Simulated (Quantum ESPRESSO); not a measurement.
# Gap and tunnelling decay at a withheld lattice constant: GaP, zinc blende or diamond type

Method. Quantum ESPRESSO 7.5 (pw.x, pwcond.x with ikind = 0), PBE, GBRV ultrasoft, cubic crystals. κ is the slowest decay along [001] at mid-gap among three points across the current.

| a (Å) | gap on the mesh (eV) | κ (1/Å) |
| --- | --- | --- |
| 5.345 | 1.488 | 0.132 |
| 5.427 | 1.573 | 0.119 |
| 5.593 | 1.196 | 0.078 |
| 5.675 | 0.854 | 0.057 |

To predict: What are gap and κ at a = 5.510 Å?

By hand: A line through the rows at 5.427 and 5.593 Å gives a gap of 1.573 + 0.500 × (1.196 − 1.573) = 1.38 eV and κ = 0.099 1/Å. The two-band model κ = 0.5123 √(m* E_g/4) needs m* = 0.137 at 5.427 Å; with that mass and the new gap, κ = 0.112 1/Å.

What the calculation gave: The gap is 1.556 eV and κ = 0.100 1/Å. The line misses the gap by −0.171 eV and κ by −1.5 %; the two-band estimate misses κ by +11.6 %.

Caveats: The structure type is imposed. Local and semilocal gaps and decay constants are too small; no spin-orbit coupling. For an indirect gap m* is a fitting number alone.
